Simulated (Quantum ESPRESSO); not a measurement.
**InP (F-43m): phonon shifts against biaxial strain**

Aim: strain and stress coefficients of the optical modes of InP (F-43m) under biaxial strain in the (001) plane.

Calculated with Quantum ESPRESSO 7.5; DFT LDA, scalar-relativistic, plane waves, PseudoDojo norm-conserving pseudopotentials.

The database entry behind the starting cell differs from later determinations by our own check (0.1 to 0.3 % short, probably kX units), so it need not match the best structure at ambient conditions.

### 1. The relaxed structure

It takes space group F-43m (No. 216, cubic). Conventional cell: a = 5.823 Å, b = 5.823 Å, c = 5.823 Å, α = 90.00°, β = 90.00°, γ = 90.00°. Nearest to In lie 4 P at 2.52 Å. Nearest to P lie 4 In at 2.52 Å. Farther neighbours are not listed.

Structure file:

```
In P
1.0
    -2.91127    0.00000    2.91127
     0.00000    2.91127    2.91127
    -2.91127    2.91127    0.00000
In P
1 1
Direct
  0.00000 0.00000 0.00000
  0.25000 0.25000 0.25000
```

This is the cell after its relaxation at this level of theory, not the database cell from which that began.

### 2. Strained cells

The in-plane lattice vectors are held at a strain ε, as on a substrate; the length along z is set so that σ_zz vanishes; symmetry keeps the atoms on their sites. Modes are taken without the LO-TO term. Cutoff 77 Ry, k mesh 12×12×12.

From the response at ε = -0.03:

The program printed:

```text
[banners, grids, parts of the stress and lines that vanish by symmetry left out]
Program PHONON v.7.5
     Reading xml data from directory:

[...]
Exchange-correlation= PW
                           (   1   4   0   0   0   0   0)
[...]
kinetic-energy cut-off    =      77.0000  Ry
     charge density cut-off    =     308.0000  Ry
     convergence threshold     =      1.0E-18
[...]
Exchange-correlation= PW
                           (   1   4   0   0   0   0   0)
[...]
q = (   0.0000000   0.0000000   0.0000000 )
      9 Sym.Ops. (with q -> -q+G )
     G cutoff =  474.0950  (  29479 G-vectors)     FFT grid: ( 45, 45, 45)
     number of k points=   163
[...]
Mode symmetry, D_2d (-42m) point group:
[...]
Dielectric constant
[...]
End of electric fields calculation
          Dielectric constant in cartesian axis
          (      12.659060771      -0.000000000      -0.000000000 )
          (      -0.000000000      12.659060771      -0.000000000 )
          (      -0.000000000      -0.000000000      11.881128505 )
          Effective charges (d Force / dE) in cartesian axis without acoustic sum rule applied (asr)
           atom    1  In    Mean Z*:        2.43775
      Ex  (        2.36094       -0.00000        0.00000 )
      Ey  (       -0.00000        2.36094       -0.00000 )
      Ez  (        0.00000       -0.00000        2.59136 )
           atom    2  P     Mean Z*:       -2.45690
      Ex  (       -2.38278       -0.00000        0.00000 )
      Ey  (       -0.00000       -2.38278        0.00000 )
      Ez  (        0.00000        0.00000       -2.60514 )
          Effective charges Sum: Mean:       -0.01915
[...]
Effective charges (d Force / dE) in cartesian axis with asr applied:
           atom    1  In    Mean Z*:        2.44732
[...]
atom    2  P     Mean Z*:       -2.44732
[...]
Representation #   1 mode #   1
[...]
End of self-consistent calculation
     Convergence has been achieved
     Representation #   2 mode #   2
[...]
End of self-consistent calculation
     Convergence has been achieved
     Representation #   3 modes #   3   4
[...]
End of self-consistent calculation
     Convergence has been achieved
     Representation #   4 modes #   5   6
[...]
End of self-consistent calculation
     Convergence has been achieved
[...]
Dielectric constant in cartesian axis
          (      12.659060771      -0.000000000      -0.000000000 )
          (      -0.000000000      12.659060771      -0.000000000 )
          (      -0.000000000      -0.000000000      11.881128505 )
          Effective charges (d Force / dE) in cartesian axis without acoustic sum rule applied (asr)
           atom    1  In    Mean Z*:        2.43775
      Ex  (        2.36094       -0.00000        0.00000 )
      Ey  (       -0.00000        2.36094       -0.00000 )
      Ez  (        0.00000       -0.00000        2.59136 )
           atom    2  P     Mean Z*:       -2.45690
      Ex  (       -2.38278       -0.00000        0.00000 )
      Ey  (       -0.00000       -2.38278        0.00000 )
      Ez  (        0.00000        0.00000       -2.60514 )
          Effective charges Sum: Mean:       -0.01915
[...]
Effective charges (d Force / dE) in cartesian axis with asr applied:
           atom    1  In    Mean Z*:        2.44732
[...]
atom    2  P     Mean Z*:       -2.44732
[...]
q = (    0.000000000   0.000000000   0.000000000 )
[...]
freq (    1) =      -0.033467 [THz] =      -1.116344 [cm-1]
     freq (    2) =      -0.033467 [THz] =      -1.116344 [cm-1]
     freq (    3) =      -0.030151 [THz] =      -1.005716 [cm-1]
     freq (    4) =       9.318336 [THz] =     310.826215 [cm-1]
     freq (    5) =       9.318336 [THz] =     310.826215 [cm-1]
     freq (    6) =       9.618950 [THz] =     320.853632 [cm-1]
[...]
Mode symmetry, D_2d (-42m) point group:
     freq (   1-   2) =         -1.1  [cm-1]   --> E    X_5  W_3   I+R
     freq (   3-   3) =         -1.0  [cm-1]   --> B_2  X_3  W_2   I+R
     freq (   4-   5) =        310.8  [cm-1]   --> E    X_5  W_3   I+R
     freq (   6-   6) =        320.9  [cm-1]   --> B_2  X_3  W_2   I+R

   JOB DONE.
```

The run at ε = -0.01 is held back.

```tsv
ε	ε_zz	σ_xx (GPa, tension positive)	singlet (cm⁻¹)	doublet (cm⁻¹)
-0.03	0.0329	-3.10	320.85	310.83
-0.02	0.0221	-2.00	315.17	308.89
-0.01	0.0110	-0.98	held back	held back
0	0.0000	0.00	304.21	304.21
0.01	-0.0112	0.92	298.90	301.43
0.02	-0.0226	1.77	293.75	298.43
0.03	-0.0345	2.57	288.79	295.28
```

### 3. The fit

Parabolas ω = ω₀ + a ε + b ε² through the other rows:

```tsv
mode	ω₀ (cm⁻¹)	a (cm⁻¹)	b (cm⁻¹)
singlet	304.2	-535	695
doublet	304.2	-260	-1254
```

The biaxial modulus, the linear term of σ_xx, is 94 GPa, so the singlet mode moves by a/M = -5.7 cm⁻¹ a GPa of tensile stress. The ratio −ε_zz/ε near zero is 1.12. For ε = -0.01 the fits predict 309.61 and 306.65 cm⁻¹.

### 4. The run that was held back

The program printed:

```text
[banners, grids, parts of the stress and lines that vanish by symmetry left out]
[banner, memory and clock lines left out]
Program PHONON v.7.5

[...]
Exchange-correlation= PW
                           (   1   4   0   0   0   0   0)
[...]
kinetic-energy cut-off    =      77.0000  Ry
     charge density cut-off    =     308.0000  Ry
     convergence threshold     =      1.0E-18
[...]
Exchange-correlation= PW
                           (   1   4   0   0   0   0   0)
[...]
q = (   0.0000000   0.0000000   0.0000000 )
      9 Sym.Ops. (with q -> -q+G )
     G cutoff =  472.8009  (  30107 G-vectors)     FFT grid: ( 45, 45, 45)
     number of k points=   163
[...]
Mode symmetry, D_2d (-42m) point group:
[...]
Dielectric constant
[...]
End of electric fields calculation
          Dielectric constant in cartesian axis
          (      12.910792699       0.000000000      -0.000000000 )
          (       0.000000000      12.910792699       0.000000000 )
          (      -0.000000000       0.000000000      12.404760172 )
          Effective charges (d Force / dE) in cartesian axis without acoustic sum rule applied (asr)
           atom    1  In    Mean Z*:        2.45557
      Ex  (        2.42951        0.00000        0.00000 )
      Ey  (       -0.00000        2.42951       -0.00000 )
      Ez  (       -0.00000       -0.00000        2.50768 )
           atom    2  P     Mean Z*:       -2.47641
      Ex  (       -2.45137       -0.00000       -0.00000 )
      Ey  (       -0.00000       -2.45137        0.00000 )
      Ez  (        0.00000        0.00000       -2.52648 )
[...]
Convergence has been achieved
     Representation #   4 modes #   5   6
[...]
End of self-consistent calculation
     Convergence has been achieved
[...]
Dielectric constant in cartesian axis
          (      12.910792699       0.000000000      -0.000000000 )
          (       0.000000000      12.910792699       0.000000000 )
          (      -0.000000000       0.000000000      12.404760172 )
          Effective charges (d Force / dE) in cartesian axis without acoustic sum rule applied (asr)
           atom    1  In    Mean Z*:        2.45557
      Ex  (        2.42951        0.00000        0.00000 )
      Ey  (       -0.00000        2.42951       -0.00000 )
      Ez  (       -0.00000       -0.00000        2.50768 )
           atom    2  P     Mean Z*:       -2.47641
      Ex  (       -2.45137       -0.00000       -0.00000 )
      Ey  (       -0.00000       -2.45137        0.00000 )
      Ez  (        0.00000        0.00000       -2.52648 )
          Effective charges Sum: Mean:       -0.02084
[...]
Effective charges (d Force / dE) in cartesian axis with asr applied:
           atom    1  In    Mean Z*:        2.46599
[...]
atom    2  P     Mean Z*:       -2.46599
[...]
q = (    0.000000000   0.000000000   0.000000000 )
[...]
freq (    1) =       0.043360 [THz] =       1.446330 [cm-1]
     freq (    2) =       0.043360 [THz] =       1.446330 [cm-1]
     freq (    3) =       0.044098 [THz] =       1.470956 [cm-1]
     freq (    4) =       9.195112 [THz] =     306.715922 [cm-1]
     freq (    5) =       9.195112 [THz] =     306.715922 [cm-1]
     freq (    6) =       9.282919 [THz] =     309.644843 [cm-1]
[...]
Mode symmetry, D_2d (-42m) point group:
     freq (   1-   1) =          1.4  [cm-1]   --> B_2  X_3  W_2   I+R
     freq (   2-   3) =          1.4  [cm-1]   --> E    X_5  W_3   I+R
     freq (   4-   5) =        306.7  [cm-1]   --> E    X_5  W_3   I+R
     freq (   6-   6) =        309.6  [cm-1]   --> B_2  X_3  W_2   I+R
```

It gives 309.64 and 306.72 cm⁻¹.

### 5. What came out

* strain coefficient of the singlet mode: -535 cm⁻¹
* strain coefficient of the doublet mode: -260 cm⁻¹
* biaxial modulus: 94.4 GPa

What this shows: One per cent of tensile strain moves the singlet mode of InP (F-43m) by -5.3 cm⁻¹ and the doublet mode by -2.6 cm⁻¹; the fits miss the run held back by up to 0.07 cm⁻¹. At 3 % strain the quadratic term is 4 % of the linear one for the singlet mode and 14 % for the doublet mode. In a polar crystal the line seen along z is the LO mode, whose shift differs. These are harmonic values at zero temperature, without the LO-TO term, for a homogeneous, dislocation-free layer.

[Host names and launcher messages were left out of these logs when they were recorded.]

[Logs are printed without paths, hosts, clocks, repeated set-up lines and the standing remarks that a program may print on its own settings, such as how far it seeks lower states.]

[Hosts, paths, dates, database ids (printed as entryN), source tags and the programs' standing remarks are cut or masked in the printed files.]
